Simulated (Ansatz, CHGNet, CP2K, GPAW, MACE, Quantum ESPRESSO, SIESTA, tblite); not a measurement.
**Random packing of 41In2S3-59GeS2 (mol %) (84 atoms): one structure in several programs**

Wanted: errors and costs of other methods on random packing of 41In2S3-59GeS2 (mol %) (84 atoms). A plane-wave run serves as the reference.

Method: Kohn-Sham DFT, PBE, SSSP efficiency 1.3.0 pseudopotentials, plane waves, in Quantum ESPRESSO 7.5.

### 1. Starting point

The cell holds 84 atoms: 18 In, 53 S and 13 Ge. Cell: a = 12.555 Å, b = 12.555 Å, c = 12.555 Å, α = 90.0°, β = 90.0°, γ = 90.0°. 84 atoms (18 In, 53 S, 13 Ge) packed at random in a cube at 3.95 g/cm³ and pushed apart as soft spheres, cations and anions kept from their own kind; a start for melting by ab initio MD, not an equilibrated structure. Then every atom was moved at random, 0.03 Å r.m.s. a Cartesian component.

### 2. Reference: Quantum ESPRESSO, plane waves

Input file pw.in:

```
&control
  calculation = 'scf'
  pseudo_dir = './pseudo'
  outdir = './tmp'
  disk_io = 'none'
  tprnfor = .true.
  tstress = .true.
/
&system
  ibrav = 0
  nat = 84
  ntyp = 3
  ecutwfc = 45
  ecutrho = 360
  nosym = .true.
  occupations = 'smearing'
  smearing = 'fd'
  degauss = 0.003675
/
&electrons
  conv_thr = 4.2e-07
  electron_maxstep = 100
  mixing_beta = 0.4
  mixing_mode = 'plain'
  diagonalization = 'david'
/
ATOMIC_SPECIES
In 114.818 In.upf
S 32.060 S.upf
Ge 72.630 Ge.upf
CELL_PARAMETERS angstrom
12.55510 0.00000 0.00000
0.00000 12.55510 0.00000
0.00000 0.00000 12.55510
ATOMIC_POSITIONS crystal
In 0.10639 0.59302 0.90724
In 0.00879 0.32433 0.52367
In 0.53000 0.48930 0.85252
In 0.48722 0.94386 0.44878
In 0.65445 0.36022 0.22387
In 0.02508 0.45121 0.21579
In 0.66745 0.15753 0.37780
In 0.21025 0.85691 0.66638
In 0.58647 0.81723 0.18520
In 0.68407 0.61824 0.32369
In 0.37876 0.08951 0.90878
In 0.83719 0.50856 0.57977
[... 68 atom lines left out ...]
Ge 0.02608 0.67107 0.53148
Ge 0.07591 0.04852 0.74325
Ge 0.90789 0.21035 0.76227
Ge 0.84717 0.79005 0.95449
K_POINTS gamma
```

The run is started by

```sh
$ OMP_NUM_THREADS=1 mpirun -np 4 pw.x -in pw.in > output.txt
```

Output:

```text
Program PWSCF
     gamma-point specific algorithms are used
     one sub-group per band group will be used
     scalapack distributed-memory algorithm (size of sub-group:  2*  2 procs)
     Parallelization info
     sticks:   dense  smooth     PW     G-vecs:    dense   smooth      PW
     Min        4034    2016    505               385238   136224   17011
     Max        4036    2018    508               385248   136230   17014
     Sum       16141    8069   2025              1540979   544913   68051
     bravais-lattice index     =            0
     lattice parameter (alat)  =      23.7257  a.u.
     unit-cell volume          =   13355.4071 (a.u.)^3
     number of atoms/cell      =           84
     number of atomic types    =            3
     number of electrons       =       734.00
[... lines left out ...]
     scf convergence threshold =      4.2E-07
[... lines left out ...]
     number of k points=     1  Fermi-Dirac smearing, width (Ry)=  0.0037
[... lines left out ...]
     total energy              =   -6657.42400181 Ry
[... lines left out ...]
     total energy              =   -6654.47581409 Ry
[... lines left out ...]
     total energy              =   -6657.97792089 Ry
[... lines left out ...]
     total energy              =   -6659.66145105 Ry
[... lines left out ...]
     total energy              =   -6659.66145110 Ry
[... lines left out ...]
          k = 0.0000 0.0000 0.0000 ( 34026 PWs)   bands (ev):
   -19.4244 -19.4071 -19.3868 -19.3731 -19.3167 -19.2893 -19.2462 -19.2210
   -19.2202 -19.2165 -19.2071 -19.1909 -19.1751 -19.1744 -19.1595 -19.0917
   -19.0311 -19.0089 -18.9910 -18.9637 -18.9495 -18.9494 -18.9336 -18.9112
[...]
9.8385   9.8808   9.8903   9.9749  10.0041  10.0792  10.0856  10.1320
    10.2189  10.2624  10.3053  10.3630  10.4300  10.4718  10.5344  10.5878
     the Fermi energy is     5.9202 ev
!    total energy              =   -6659.66145081 Ry
     estimated scf accuracy    <       0.00000039 Ry
     smearing contrib. (-TS)   =      -0.04152211 Ry
     internal energy E=F+TS    =   -6659.61992870 Ry
     The total energy is F=E-TS. E is the sum of the following terms:
     one-electron contribution =   -3608.21242352 Ry
     hartree contribution      =    2296.73529965 Ry
     xc contribution           =   -2059.28109778 Ry
     ewald contribution        =   -3288.86170706 Ry
     convergence has been achieved in  46 iterations
     Forces acting on atoms (cartesian axes, Ry/au):
     atom    1 type  1   force =     0.02418401   -0.02899627    0.00460869
     atom    2 type  1   force =    -0.03155189   -0.02519522    0.01030240
     atom    3 type  1   force =    -0.01625927   -0.00600161   -0.05838529
[...]
atom   83 type  3   force =    -0.03070624   -0.00560337    0.01500756
     atom   84 type  3   force =    -0.00649308    0.02931281    0.05148273
     Total force =     0.461782     Total SCF correction =     0.002522
     Computing stress (Cartesian axis) and pressure
          total   stress  (Ry/bohr**3)                   (kbar)     P=       23.69
   0.00013995   0.00004941   0.00000124           20.59        7.27        0.18
   0.00004941   0.00012029  -0.00003616            7.27       17.69       -5.32
   0.00000124  -0.00003616   0.00022283            0.18       -5.32       32.78
     Message from routine punch:
     Nothing written, as per user request (disk_io='none')
```

Wall time 13 min (4 MPI ranks of Arm Neoverse V2, shared host); peak memory 5.5 GiB; 54 min of CPU time.

Banners, paths, timers and routine set-up lines are dropped from the logs unmarked, and long logs keep their key lines alone; longer cuts are marked.

Numbers from this run:

* r.m.s. force component: 0.7479 eV/Å
* longest force: 2.856 eV/Å
* pressure: 2.369 GPa

### 3. What was run beside it

The programs:
- CHGNet: machine-learned potential, published weights.
- CP2K 2026.2: Gaussian basis with GTH pseudopotentials and a plane-wave density; labels give functional, basis (MOLOPT sets; SR short-range, UZH the newer set with its own potentials), grid cutoff/relative cutoff and solver (OT: orbital transformation; TRS4, TC2, SIGN: linear-scaling purification with its sparsity filter), or its built-in tight binding.
- GPAW 26.7.0: PAW with atomic orbitals (LCAO), plane waves or a real-space grid of spacing h.
- MACE: machine-learned potential, published weights.
- SIESTA 5.4.2: numerical atomic orbitals, whose automatically made sets are far from complete, with PseudoDojo norm-conserving potentials that we converted to its format (checked against plane waves on the same files for H, C, O, Si, Ge and Ca alone); labels give functional, basis size, energy shift and mesh cutoff.
- tblite 0.8.0: extended tight binding, driven from Python.

All use the same cell and atoms; the electronic-structure runs use the same k-mesh, and an electronic temperature of 580 K (0.05 eV) where levels are smeared.

Differences are against the plane-wave reference, forces as r.m.s. over components; share is that over the reference's r.m.s. force, slope the least-squares factor from reference forces to these. Total energies of different programs have different zeros and aren't compared.

```csv
run,"Δ force, r.m.s. (meV/Å)",share (%),slope,Δ pressure (GPa),cores,CPU time,memory (GiB)
reference,-,-,-,-,4,54 min,5.5
CHGNet 0.3.0 potential,357,47.7,0.861,-0.233,1,2.8 s,0.66
"CP2K PBE+rVV10L, DZVP-MOLOPT-SR, 350/50 Ry, diagonalisation",59.7,7.99,1.026,-0.223,2,13 min,4.4
"CP2K PBE, DZVP-MOLOPT-SR, 175/50 Ry, diagonalisation (coarse)",47.2,6.31,1.020,0.665,2,5.6 min,1.2
"CP2K PBE, DZVP-MOLOPT-SR, 350/50 Ry, diagonalisation",41.7,5.57,1.020,0.599,2,6.4 min,2.4
"CP2K PBE, SZV-MOLOPT-SR, 350/50 Ry, diagonalisation (coarse)",371,49.5,1.314,2.84,1,5.1 min,2.1
"CP2K PBE, TZV2P-MOLOPT (SR for In, Ge), 350/50 Ry, diagonalisation",45.1,6.03,1.022,0.605,4,17 min,5.2
"CP2K PBE, TZVP-UZH, 350/50 Ry, diagonalisation",49.9,6.67,1.027,0.676,4,10 min,5.2
"GPAW PBE, LCAO dzp, h 0.2 Å",144,19.2,1.083,-,1,4.9 min,1.9
"GPAW PBE, LCAO szp(dzp), h 0.2 Å (coarse)",320,42.7,1.178,-,1,3.8 min,1.8
"GPAW RPBE, LCAO dzp, h 0.2 Å",158,21.2,1.113,-,1,5.1 min,1.9
MACE MP-0b2 small potential,299,40.0,0.987,0.699,1,5.3 s,0.67
MACE MP-0b3 medium potential,231,30.9,0.921,-0.059,1,6.8 s,0.86
"SIESTA PBE, DZ, shift 0.01 Ry, mesh 300 Ry (coarse)",483,64.6,1.290,3.14,1,4.1 min,1.1
"SIESTA PBE, DZP, shift 0.01 Ry, mesh 300 Ry",204,27.3,1.091,0.655,2,11 min,2.0
"SIESTA PBE, SZ, shift 0.02 Ry, mesh 300 Ry (coarse)",730,97.6,1.485,2.88,1,2.7 min,0.79
tblite GFN2-xTB,255,34.1,0.867,-0.862,1,22 s,0.17
tblite IPEA1-xTB,593,79.2,1.123,-6.62,1,8.5 s,0.17
```

Rows marked coarse were listed beforehand as settings not expected to be converged; some can still land near the reference.

Times of the machine-learned potentials are mostly Python's start and the loading of weights.

CPU time is summed over cores on a shared host, where runs went side by side, so it is rough. Symmetry, cutoffs, thresholds, outputs and thread counts weren't matched or tuned between programs; memory under MPI is the largest rank's times the ranks.

Runs without a result: CP2K GFN1-xTB, diagonalisation (not converged, the SCF not settling); SIESTA PBE, SZ, shift 0.01 Ry, mesh 300 Ry (cut off at its time limit of 3 min).

Mean charges by element (e), by run and scheme:

```csv
run,scheme,In,S,Ge
"CP2K PBE+rVV10L, DZVP-MOLOPT-SR, 350/50 Ry, diagonalisation",Mulliken,-0.32,+0.05,+0.26
"CP2K PBE, DZVP-MOLOPT-SR, 350/50 Ry, diagonalisation",Mulliken,-0.30,+0.04,+0.26
"CP2K PBE, TZV2P-MOLOPT (SR for In, Ge), 350/50 Ry, diagonalisation",Mulliken,+0.39,-0.14,+0.05
"CP2K PBE, TZVP-UZH, 350/50 Ry, diagonalisation",Mulliken,+0.38,-0.20,+0.30
"SIESTA PBE, DZP, shift 0.01 Ry, mesh 300 Ry",Hirshfeld,+0.25,-0.13,+0.18
tblite GFN2-xTB,Mulliken,+0.23,-0.18,+0.43
tblite IPEA1-xTB,Mulliken,+0.26,-0.10,+0.06
```

Within one program, basis, potentials and functional, energies share a zero. Each run against its twin at the usual cutoff or grid and solver:

```csv
run,twin,Δ energy (meV/atom),"Δ force, r.m.s. (meV/Å)",CPU time over the twin's
"CP2K PBE, DZVP-MOLOPT-SR, 175/50 Ry, diagonalisation","DZVP-MOLOPT-SR, 350/50 Ry, diagonalisation",-0.814,24.3,0.88
```

### 4. Summary of results

- reference r.m.s. force component: 0.748 eV/Å
- nearest in forces: CP2K PBE, DZVP-MOLOPT-SR, 350/50 Ry, diagonalisation, 5.6 %
- farthest in forces: SIESTA PBE, SZ, shift 0.02 Ry, mesh 300 Ry (coarse), 98 %
- cheapest electronic-structure run beside the reference: tblite IPEA1-xTB, 8.5 s of CPU time

The PBE runs in local orbitals, coarse settings apart, differ by 5.6 % (CP2K PBE, DZVP-MOLOPT-SR, 350/50 Ry, diagonalisation) to 27 % (SIESTA PBE, DZP, shift 0.01 Ry, mesh 300 Ry); basis, grid and potentials can all enter. Tight binding differs by 34 % (tblite GFN2-xTB) to 79 % (tblite IPEA1-xTB); it is another model, with fitted parameters of its own, and the xTB methods hold dispersion. Machine-learned potentials differ by 31 % (MACE MP-0b3 medium potential) to 48 % (CHGNet 0.3.0 potential); they were trained on other programs' data. Rows with another functional or a dispersion term differ by 8.0 % (CP2K PBE+rVV10L, DZVP-MOLOPT-SR, 350/50 Ry, diagonalisation) to 21 % (GPAW RPBE, LCAO dzp, h 0.2 Å), which mixes the change of model with differences of basis and potentials. IPEA1-xTB was fitted to ionisation energies and electron affinities, not to forces or charges. tblite GFN2-xTB needed 112 SCF steps, so its time overstates the method's usual cost. Runs with settings chosen to be coarse differ by 6.3 % (CP2K PBE, DZVP-MOLOPT-SR, 175/50 Ry, diagonalisation) to 98 % (SIESTA PBE, SZ, shift 0.02 Ry, mesh 300 Ry), their programs' other errors included. Of the electronic-structure runs that take under half the reference's CPU time, CP2K PBE, DZVP-MOLOPT-SR, 350/50 Ry, diagonalisation comes nearest, at 5.6 % in 6.4 min against 54 min. CP2K PBE, SZV-MOLOPT-SR, 350/50 Ry, diagonalisation stiffens the forces by a factor of 1.31 while following their directions (correlation 0.960); the slopes of the 6 CP2K runs lie between 1.02 and 1.31. In pressure, SIESTA PBE, DZ, shift 0.01 Ry, mesh 300 Ry misses by +3.1 GPa, at the same functional. Charges hang on model, scheme and program or settings: among these rows the mean for In runs from -0.32 to +0.39 e, even in sign. In the reference: levels near the Fermi energy are neither full nor empty under the smearing, so no gap is quoted. Periodic xTB results under one method name differ between programs and library versions. The potentials hold different valence shells: 734 electrons in the reference, 604 in CP2K with SZV-MOLOPT-SR and 604 in GPAW; this bears on time and differences. GPAW's setups keep the filled d shell of Ge in the core. The reference's pressure holds the uncorrected Pulay stress of its 45 Ry basis, so small pressure differences, and their order, may be the reference's own error. Machine-learned potentials mimic data converged in k, so the reference's own k-point error enters their differences. The reference's pressure of 2.4 GPa belongs to a cell and atoms that aren't relaxed at this level. The electronic-structure runs sample only Γ, in a cell whose shortest periodic width is 13 Å, which is coarse for a cell with partly filled levels.

[Also dropped from logs without a mark: logging warnings of Python, and SIESTA's first energy breakdown and zero terms.]

[Logs are printed without paths, hosts, clocks, repeated set-up lines and the standing remarks that a program may print on its own settings, such as how far it seeks lower states.]

[Hosts, paths, dates, database ids (printed as entryN), source tags and the programs' standing remarks are cut or masked in the printed files.]
